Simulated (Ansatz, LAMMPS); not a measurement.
# Elastic response of Ga2O3 with crystalline order left by the classical run (65 atoms), part 2 of 3

How stiff is Ga2O3 with crystalline order left by the classical run (65 atoms), and how do its levels respond to strain?

Ansatz 0.2.0; Kohn-Sham DFT, PBEsol, PAW (set soft_1), plane waves.

The cell: 26 Ga and 39 O. The quench rate of 100 K/ps is orders of magnitude faster than experiment. The starting topology of bonds comes from the classical model. The Brillouin zone is sampled at Γ only.

So far. Step 2 (Single point at the start): The r.m.s. force at the start is 0.38 eV/Å. Step 3 (Cell and atoms relaxed): The relaxation converged after 19 steps, with a largest force component of 0.0052 eV/Å.

### 4. Single point at the relaxed geometry

One more single point at the end of the walk gives the fuller output and checks the residual forces.

File input.yaml:

```yaml
crystal:
  lattice:
    - [8.75742, 0.1133, -0.13889]
    - [0.1133, 8.98193, 0.10646]
    - [-0.13889, 0.10646, 8.8809]
  atoms:
    - { symbol: Ga, position: [0.83301, 0.95786, 0.839] }
    - { symbol: Ga, position: [0.37295, 0.1532, 0.50938] }
    - { symbol: Ga, position: [0.87468, 0.65764, 0.98419] }
    - { symbol: Ga, position: [0.59456, 0.45109, 0.11642] }
    - { symbol: Ga, position: [0.84177, 0.67827, 0.64687] }
    - { symbol: Ga, position: [0.76332, 0.00855, 0.46737] }
    [... 53 atom lines left out ...]
    - { symbol: O, position: [0.88265, 0.01483, 0.65203] }
    - { symbol: O, position: [0.40031, 0.20081, 0.73823] }
    - { symbol: O, position: [0.5593, 0.24309, 0.16751] }
    - { symbol: O, position: [0.67424, 0.34915, 0.66149] }
    - { symbol: O, position: [0.38871, 0.00753, 0.02978] }
    - { symbol: O, position: [0.00031, 0.96727, 0.40425] }
kpoints:
  mp_grid: { grid: [1, 1, 1] }
hamiltonian:
  xc: pbesol
  pseudopotentials: { kind: paw, azcp: { folder: soft_1 }, xc_functional: pbe }
scf:
  occupations: { method: fixed }
output:
  forces: true
  stress: true
  populations: true
  dos:
    method: { smearing: { sigma: 0.15 } }
    de: 0.1
    projected: { site_lists: { Ga: [Ga], O: [O] } }
  eigenvalues: true
  write_density: true
  write_potential: true
  volumetric_format: npy
```

Launch:

```sh
ansatz run input.yaml --threads 4 --pin off --max-ram 8192MiB --backend cpu --events-out ev --progress --plain --runs-dir out
```

Numbers of over 12 decimals in the logs are rounded to 6 here.

The log of the run:

```text
[...]
Crystal: 65 atoms, lattice volume = 698.169 Å³
Basis set: ecut = 420 eV, 13625 PW (Γ), exchange–correlation on 120×128×120 points (8 copies of the dense FFT grid, shifted against one another)
Bands: 351, of which v1, the nominal top of the filled ones, is band 286 counted from 1 (285 counted from 0)
Symmetry: 1 space group operations
[...]
k-points: 1
[...]
SCF iter   1: F=—  HF=-119231.020303 eV  |F-HF|=—  |Δ(HF+E_count)|=         —  Δρ=1.15e-1  dr2=4.28e1  ethr=3.10e-3  ⟨swp⟩=4.0  Hψ=969  notcnv=0  defer=58
[...]
SCF iter  12: F=-119216.115503 eV  HF=-119216.115503 eV  |F-HF|=2.37e-8  |Δ(HF+E_count)|=   1.93e-7  Δρ=3.45e-6  dr2=7.76e-8  ethr=1.75e-11  ⟨swp⟩=16.0  Hψ=2687  notcnv=0
SCF 1 converged in 12 iterations: F = -119216.115503 eV  dr2 = 7.76e-8
[...]
SCF converged after 12 iterations
Free energy (F): -119216.115503 eV
[...]
Internal energy: -119216.115503 eV  (E = F + TS)
E sigma→0 (E₀):  -119216.115503 eV
Fermi energy:    8.035944 eV
[...]
--- Forces (eV/Å), atoms counted from 1 ---
  atom   1  Ga    -0.00299453     0.00397361     0.00290642
  atom   2  Ga     0.00017889     0.00085459    -0.00098337
  atom   3  Ga     0.00113587     0.00098670     0.00369677
  atom   4  Ga     0.00012658    -0.00123032    -0.00365561
  atom   5  Ga    -0.00246245     0.00341566    -0.00149505
  atom   6  Ga    -0.00048943     0.00123945    -0.00214664
  atom   7  Ga     0.00095783     0.00207108     0.00063411
  atom   8  Ga     0.00373026     0.00059235    -0.00123177
  atom   9  Ga     0.00076734    -0.00070727     0.00085221
  atom  10  Ga    -0.00139032     0.00057446    -0.00345150
  atom  11  Ga    -0.00075779     0.00054719     0.00073557
  atom  12  Ga     0.00142005    -0.00267922     0.00452935
  atom  13  Ga     0.00145757    -0.00108364     0.00047604
  atom  14  Ga    -0.00035669    -0.00359608     0.00116588
[...]
atom  64  O     -0.00260480     0.00090138     0.00019755
  atom  65  O      0.00067565     0.00160151     0.00230934
  max |Σ_I F_I| component: 1.38e-5 eV/Å
--- Stress (GPa, compression-positive) ---
       -0.004398       0.009090      -0.006011
        0.009090       0.025007       0.005390
       -0.006011       0.005390       0.008786
  P = ⅓ Tr σ = 0.0098 GPa (0.098 kbar)
--- Band table (eV) ---
[...]
--- Löwdin populations: 65 sites ---
  site symbol       q [e]
     0     Ga     11.9433
     1     Ga     11.9571
     2     Ga     11.9595
[...]
64      O      6.6616
  spilling = 0.002672 (of n_electrons = 572.000000)
```

Elapsed: 12 s, on 4 threads of Arm Neoverse V2, shared host; peak memory 0.99 GiB; 44 s of CPU time.

The run gave:

- free energy: -119216.1155 eV
- free energy per atom: -1834.0941 eV/atom
- SCF cycles: 12
- pressure: 0.009798 GPa
- r.m.s. force component: 0.00188 eV/Å
- longest force: 0.00576 eV/Å
- Fermi energy: 8.036 eV
- gap (highest filled to lowest empty level): 1.821 eV
- spilling of the projection: 0.002672

Löwdin charges by element and coordination (they lack the spilled electrons, 0.024 e an atom on average):

```
element  coordination  atoms  mean charge (e)  spread   least    most
     Ga           all     26             1.04  0.0171    1.01    1.08
     Ga             4      7             1.06  0.0107    1.05    1.08
     Ga             5      5             1.05  0.0147    1.03    1.07
     Ga             6     14             1.03  0.0082    1.01    1.04
      O           all     39           -0.657  0.0149  -0.697  -0.630
      O             3     19           -0.666  0.0135  -0.697  -0.648
      O             4     20           -0.648  0.0107  -0.667  -0.630
```

Density of states as counts of states in windows of 1 eV (from the Fermi level), total and the larger projections:

```
from (eV)  to (eV)  total   O p  Ga s  Ga p
      -10       -8    0.0   0.0   0.0   0.0
       -8       -7    4.5   2.8   1.4   0.2
       -7       -6   25.5  15.9   6.9   1.2
       -6       -5   20.6  14.0   2.8   2.7
       -5       -4   27.4  19.8   1.6   4.4
       -4       -3   31.2  24.5   0.7   4.5
       -3       -2   37.0  31.7   0.3   3.6
       -2       -1   55.0  50.7   0.3   2.2
       -1        0   31.6  30.3   0.1   0.4
        0        1    1.2   1.2   0.0   0.0
        1        2    1.9   0.1   1.1   0.0
        2        3    0.1   0.0   0.1   0.0
        3        4    0.0   0.0   0.0   0.0
        4        5    6.7   2.0   2.5   1.1
```

With fixed occupations the program's Fermi level is the highest filled level; weight inside the gap is the broadening of levels at its edges.

Between -20 and -10 eV lie 338 more states.

The levels nearest the highest filled one (over half full), pooled over k-points and spins:

```
level less the highest filled one (eV)  occupation
                                -0.639           2
                                -0.591           2
                                -0.543           2
                                -0.478           2
                                -0.397           2
                                     0           2
                                  1.82           0
                                  4.62           0
                                  4.90           0
                                  4.92           0
                                  4.96           0
                                  5.01           0
```

Electrostatic potential energy in the bc plane at fractional x = 0.480, with atoms of Ga and O within 0.2 Å of it. With pseudopotentials it is smooth inside the atoms' cores, unlike the true potential.

Ten even steps from '_' (-26 eV) to '@' (25 eV), each cell a mean:
```
++++++****############++==******++====++**######**
++##++++**##########++..__..**++++##**==**####**++
@@@@@@++++##########==______++==##@@@@++++******++
@@@@@@**++##########**::..--**++++####++++====++++
##@@##++++**####**++++++++**##**++++++++::____::==
++++++++++++****++++****++**####********..____..++
**********++****++%%@@@@**++##########**==____--**
##############**++@@@@@@**++**++**##****++++++**##
##############**++**%%##++++..__..++++++****++**##
####********####**++++++++++______--++##@@@@**++##
**++**++++**####**++********::__..==++%%@@@@##++**
==--++++++++****--::**##******++++**++**%%%%++++**
++++**++++**##**--::++**++++++****##**++++++++**##
######****######******++++**++++**##**********####
######################++++%%##==++++::..--**######
######################++++****==**--______++######
######################**++==++++**==____..**######
########################******######==--++########
######********########******######################
######**++====**####****++**######################
####****++====**##****++++**######################
######**++++****##****++++**######################
**####******######**********######################
******################****######********##########
```
Columns run along b (9.0 Å; values clipped at the 3rd and 97th percentile), rows up along c (8.9 Å). Atoms in or near the plane, at fractional coordinates: Ga at (0.42, 0.69), Ga at (0.82, 0.56), Ga at (0.05, 0.85), O at (0.61, 0.59), O at (0.87, 0.77), O at (0.76, 0.33).

Valence density in the bc plane at fractional x = 0.480, with atoms of Ga and O within 0.2 Å of it. It is the smooth field of the valence electrons, not physical close to the nuclei.

Ten steps, logarithmic in the rise over the least value, from '0' (0 e/Å³) to '9' (29 e/Å³), each cell a mean:
```
2210000000123211111100001
3431000000255421344200001
6972100001356532465211112
7983110001245421344223323
5652221001222211122246642
2222332112432100001246652
0011232125873111000135531
0001111126984223211123210
0000000013542346531233210
1111000112211357632587411
2321101122211245532598412
3332111244211123211365312
3321101244311111111122112
1111000122212331112221001
0000000011113442124532000
0000000000012331136752100
0000000000001111135652000
0000011000011110023431000
0000122110112110001110000
0001233211122210000000000
0001233211122210000000000
1101122110111100000000001
2110010000011000000000012
2210000000011100000000012
```
Columns run along b (9.0 Å), rows up along c (8.9 Å). Atoms in or near the plane, at fractional coordinates: Ga at (0.42, 0.69), Ga at (0.82, 0.56), Ga at (0.05, 0.85), O at (0.61, 0.59), O at (0.87, 0.77), O at (0.76, 0.33).

Between filled and empty levels lie 1.82 eV (at Γ alone); a semilocal functional tends to put such gaps too low. In a disordered cell it changes from sample to sample, and tail or defect levels can set it. Mean Löwdin charges: Ga +1.04, O -0.66 e. The largest share in the top eV of filled states is O p (97 % of the projected weight), and in the lowest eV of empty states Ga s (62 % of the projected weight).

### 5. Volume -3 %

The relaxed cell is scaled evenly and the atoms are relaxed again; the stress at the end gives one point of P(V).

input.yaml, the sections that differ from step 4:

```yaml
crystal:
  lattice:
    - [8.66896, 0.11216, -0.13749]
    - [0.11216, 8.8912, 0.10538]
    - [-0.13749, 0.10538, 8.79119]
  atoms:
    [... the 65 atom lines of step 4 ...]
output:
  forces: true
  eigenvalues: true
  stress: true
relax:
  f_tol: 0.05
  max_steps: 70
# kpoints, hamiltonian, scf: as in step 4
```

The log of the run:

```text
Warning: output.stress: scf.convergence.dr2_threshold = 1e-7 eV (the SCF's general default) is looser than the 6.5e-9 eV advised for a printed stress (1e-10 eV for each atom of the cell: 65). What an SCF threshold leaves in a stress goes as its square root, and in the free energy as the threshold itself, and one threshold admits the most on a small cell: [...]
[...]
Crystal: 65 atoms, lattice volume = 677.224 Å³
Basis set: ecut = 420 eV, 13263 PW (Γ), exchange–correlation on 120×120×120 points (8 copies of the dense FFT grid, shifted against one another)
Bands: 351, of which v1, the nominal top of the filled ones, is band 286 counted from 1 (285 counted from 0)
Symmetry: 1 space group operations
[...]
k-points: 1
[...]
SCF iter   1: F=—  HF=-119230.931685 eV  |F-HF|=—  |Δ(HF+E_count)|=         —  Δρ=1.18e-1  dr2=4.45e1  ethr=3.10e-3  ⟨swp⟩=4.0  Hψ=984  notcnv=0  defer=58
[...]
SCF iter   9: F=-119215.717700 eV  HF=-119215.717702 eV  |F-HF|=1.88e-6  |Δ(HF+E_count)|=   5.85e-5  Δρ=4.08e-5  dr2=1.01e-5  ethr=1.09e-8  ⟨swp⟩=12.0  Hψ=1572  notcnv=0
SCF 1 converged in 9 iterations: F = -119215.717700 eV  dr2 = 1.01e-5
[...]
relax step   1: F+E_penalty+E_count = -119215.71770036 eV  Δ(F+E_penalty+E_count) = +0.000e0 eV  max|allowed force component| = 2.245e-1 eV/Å  Δτ_max = 0.0000 Å  (9 SCF iters, dr2 threshold 6.25e-5 eV, accepted)
[...]
relax step   2: F+E_penalty+E_count = -119215.77711809 eV  Δ(F+E_penalty+E_count) = -5.942e-2 eV  max|allowed force component| = 1.595e-1 eV/Å  Δτ_max = 0.0230 Å  (6 SCF iters, dr2 threshold 3.15e-6 eV, accepted)
[...]
relax step   3: F+E_penalty+E_count = -119215.83259588 eV  Δ(F+E_penalty+E_count) = -5.548e-2 eV  max|allowed force component| = 1.227e-1 eV/Å  Δτ_max = 0.0506 Å  (9 SCF iters, accepted)
relax step   4: F+E_penalty+E_count = -119215.87128990 eV  Δ(F+E_penalty+E_count) = -3.869e-2 eV  max|allowed force component| = 6.889e-2 eV/Å  Δτ_max = 0.1214 Å  (7 SCF iters, dr2 threshold 7.60e-6 eV, accepted)
[...]
relax step   5: F+E_penalty+E_count = -119215.87570209 eV  Δ(F+E_penalty+E_count) = -4.412e-3 eV  max|allowed force component| = 2.037e-2 eV/Å  Δτ_max = 0.0426 Å  (8 SCF iters, accepted)
SCF converged after 8 iterations
Free energy (F): -119215.875702 eV
[...]
Internal energy: -119215.875702 eV  (E = F + TS)
E sigma→0 (E₀):  -119215.875702 eV
Fermi energy:    8.496962 eV
[...]
--- Forces (eV/Å), atoms counted from 1 ---
  atom   1  Ga    -0.00070034     0.00639147    -0.00623830
  atom   2  Ga    -0.00040549    -0.00000103    -0.00365309
  atom   3  Ga    -0.00319717    -0.01127162     0.00156902
  atom   4  Ga    -0.00472811     0.00661880     0.00918088
  atom   5  Ga     0.00734178    -0.00083647    -0.00570841
  atom   6  Ga    -0.00260910    -0.00176693     0.00060254
  atom   7  Ga    -0.00392181    -0.00456845    -0.00427223
  atom   8  Ga    -0.00351831    -0.00230173     0.00356949
  atom   9  Ga    -0.00620694     0.00037089    -0.00385167
  atom  10  Ga     0.00434330    -0.00454750    -0.00081266
  atom  11  Ga     0.01453816     0.00477299     0.00859547
  atom  12  Ga     0.00387443    -0.00078816    -0.00429289
  atom  13  Ga    -0.00621933    -0.00524925    -0.00097928
  atom  14  Ga    -0.00145902     0.00302701    -0.01477453
[...]
atom  64  O      0.00425382    -0.00062501    -0.00026903
  atom  65  O     -0.00698253    -0.00043361    -0.00118440
  max |Σ_I F_I| component: 6.81e-5 eV/Å
--- Stress (GPa, compression-positive) ---
        4.159893      -0.116236      -0.178980
       -0.116236       3.430361      -0.034138
       -0.178980      -0.034138       4.139059
  P = ⅓ Tr σ = 3.9098 GPa (39.098 kbar)
--- Band table (eV) ---
[...]
--- Relaxed structure (5 steps of the walk, 5 accepted, 0 SCFs on fresh bases) ---
  F+E_penalty+E_count = -119215.87570209 eV   max|allowed force component| = 2.037e-2 eV/Å
  atoms:
    - { symbol: Ga, position: [0.836914, 0.966521, 0.841264] }
    - { symbol: Ga, position: [0.371215, 0.151579, 0.511091] }
    - { symbol: Ga, position: [0.870776, 0.658557, 0.983987] }
    - { symbol: Ga, position: [0.591379, 0.452434, 0.117523] }
[...]
- { symbol: O, position: [0.000786446, 0.963166, 0.404602] }
```

Run time: 39 s. Hardware: 4 threads; peak memory 0.99 GiB; 2.4 min of CPU time.

The program notes that the SCF threshold is loose for the stress.

The relaxation converged after 5 steps, 0.158 eV below its start, with a largest force component of 0.020 eV/Å.

Volume -3 %: the energy stands 0.240 eV above that of the reference, at a pressure of 3.91 GPa.

### 6. Volume +3 %

The relaxed cell is scaled to another volume.

Input and log are left out; they have the form of those shown for this kind of step.

Elapsed: 46 s, on 4 threads of Arm Neoverse V2, shared host; peak memory 1 GiB; 2.8 min of CPU time.

The relaxation converged after 6 steps, 0.144 eV below its start, with a largest force component of 0.019 eV/Å.

Volume +3 %: the energy stands 0.216 eV above that of the reference, at a pressure of -3.26 GPa.

### 7. Volume -6 %

The relaxed cell is scaled to another volume.

input.yaml, the sections that differ from step 5:

```yaml
crystal:
  lattice:
    - [8.57865, 0.11099, -0.13605]
    - [0.11099, 8.79857, 0.10429]
    - [-0.13605, 0.10429, 8.69961]
  atoms:
    [... the 65 atom lines of step 4 ...]
# kpoints, hamiltonian, scf, output, relax: as in step 5
```

The log of the run:

```text
[...]
Crystal: 65 atoms, lattice volume = 656.279 Å³
Basis set: ecut = 420 eV, 12841 PW (Γ), exchange–correlation on 120×120×120 points (8 copies of the dense FFT grid, shifted against one another)
Bands: 351, of which v1, the nominal top of the filled ones, is band 286 counted from 1 (285 counted from 0)
Symmetry: 1 space group operations
[...]
k-points: 1
[...]
SCF iter   1: F=—  HF=-119229.990929 eV  |F-HF|=—  |Δ(HF+E_count)|=         —  Δρ=1.21e-1  dr2=4.64e1  ethr=3.10e-3  ⟨swp⟩=4.0  Hψ=996  notcnv=0  defer=58
[...]
SCF iter   8: F=—  HF=-119214.407893 eV  |F-HF|=—  |Δ(HF+E_count)|=   1.76e-4  Δρ=1.02e-4  dr2=6.10e-5  ethr=1.61e-7  ⟨swp⟩=2.0  Hψ=579  notcnv=0  defer=63
SCF iter   9: F=-119214.407936 eV  HF=-119214.407937 eV  |F-HF|=1.03e-6  |Δ(HF+E_count)|=   4.42e-5  Δρ=3.91e-5  dr2=8.98e-6  ethr=1.07e-8  ⟨swp⟩=12.0  Hψ=1769  notcnv=0
SCF 1 converged in 9 iterations: F = -119214.407936 eV  dr2 = 8.98e-6
[...]
relax step   1: F+E_penalty+E_count = -119214.40793592 eV  Δ(F+E_penalty+E_count) = +0.000e0 eV  max|allowed force component| = 4.788e-1 eV/Å  Δτ_max = 0.0000 Å  (9 SCF iters, dr2 threshold 6.25e-5 eV, accepted)
[...]
relax step   2: F+E_penalty+E_count = -119214.66036790 eV  Δ(F+E_penalty+E_count) = -2.524e-1 eV  max|allowed force component| = 3.441e-1 eV/Å  Δτ_max = 0.0460 Å  (6 SCF iters, dr2 threshold 1.43e-5 eV, accepted)
[...]
relax step   3: F+E_penalty+E_count = -119214.89604124 eV  Δ(F+E_penalty+E_count) = -2.357e-1 eV  max|allowed force component| = 2.255e-1 eV/Å  Δτ_max = 0.1060 Å  (8 SCF iters, dr2 threshold 7.40e-6 eV, accepted)
relax step   4: F+E_penalty+E_count = -119215.04215054 eV  Δ(F+E_penalty+E_count) = -1.461e-1 eV  max|allowed force component| = 1.705e-1 eV/Å  Δτ_max = 0.2000 Å  (7 SCF iters, dr2 threshold 2.18e-5 eV, accepted)
relax step   5: F+E_penalty+E_count = -119215.12572721 eV  Δ(F+E_penalty+E_count) = -8.358e-2 eV  max|allowed force component| = 1.060e-1 eV/Å  Δτ_max = 0.2000 Å  (7 SCF iters, dr2 threshold 1.25e-5 eV, accepted)
relax step   6: F+E_penalty+E_count = -119215.16491472 eV  Δ(F+E_penalty+E_count) = -3.919e-2 eV  max|allowed force component| = 7.907e-2 eV/Å  Δτ_max = 0.1971 Å  (8 SCF iters, dr2 threshold 4.34e-6 eV, accepted)
[...]
relax step   7: F+E_penalty+E_count = -119215.16998708 eV  Δ(F+E_penalty+E_count) = -5.072e-3 eV  max|allowed force component| = 2.547e-2 eV/Å  Δτ_max = 0.0316 Å  (8 SCF iters, accepted)
SCF converged after 8 iterations
Free energy (F): -119215.169987 eV
[...]
Internal energy: -119215.169987 eV  (E = F + TS)
E sigma→0 (E₀):  -119215.169987 eV
Fermi energy:    9.042138 eV
[...]
Σ components = -119215.169987   (vs F -119215.169987, Δ=0.00e0)
--- Forces (eV/Å), atoms counted from 1 ---
  atom   1  Ga    -0.00891652     0.00918848     0.00523067
  atom   2  Ga     0.00605629     0.01083994    -0.00636672
  atom   3  Ga     0.00640819     0.00637640     0.02546918
  atom   4  Ga    -0.01020595    -0.01264134     0.01236901
[...]
atom  65  O     -0.00443628     0.00037931    -0.00123504
  max |Σ_I F_I| component: 4.09e-5 eV/Å
--- Stress (GPa, compression-positive) ---
        8.744658      -0.072891      -0.174046
       -0.072891       7.374126       0.325997
       -0.174046       0.325997      10.009495
  P = ⅓ Tr σ = 8.7094 GPa (87.094 kbar)
--- Band table (eV) ---
[...]
--- Relaxed structure (7 steps of the walk, 7 accepted, 0 SCFs on fresh bases) ---
  F+E_penalty+E_count = -119215.16998708 eV   max|allowed force component| = 2.547e-2 eV/Å
  atoms:
    - { symbol: Ga, position: [0.846539, 0.977914, 0.844280] }
    - { symbol: Ga, position: [0.370839, 0.153276, 0.512857] }
    - { symbol: Ga, position: [0.866613, 0.661595, 0.983240] }
    - { symbol: Ga, position: [0.588901, 0.452644, 0.114915] }
[...]
- { symbol: O, position: [0.00295599, 0.961167, 0.403841] }
```

It took 54 s on 4 threads; peak memory 0.97 GiB; 3.3 min of CPU time.

The relaxation converged after 7 steps, 0.762 eV below its start, with a largest force component of 0.025 eV/Å.

Volume -6 %: the energy stands 0.946 eV above that of the reference, at a pressure of 8.71 GPa.

(Continued in part 3 of 3.)

[Logs are printed without paths, hosts, clocks, repeated set-up lines and the standing remarks that a program may print on its own settings, such as how far it seeks lower states.]

[Hosts, paths, dates, database ids (printed as entryN), source tags and the programs' standing remarks are cut or masked in the printed files.]
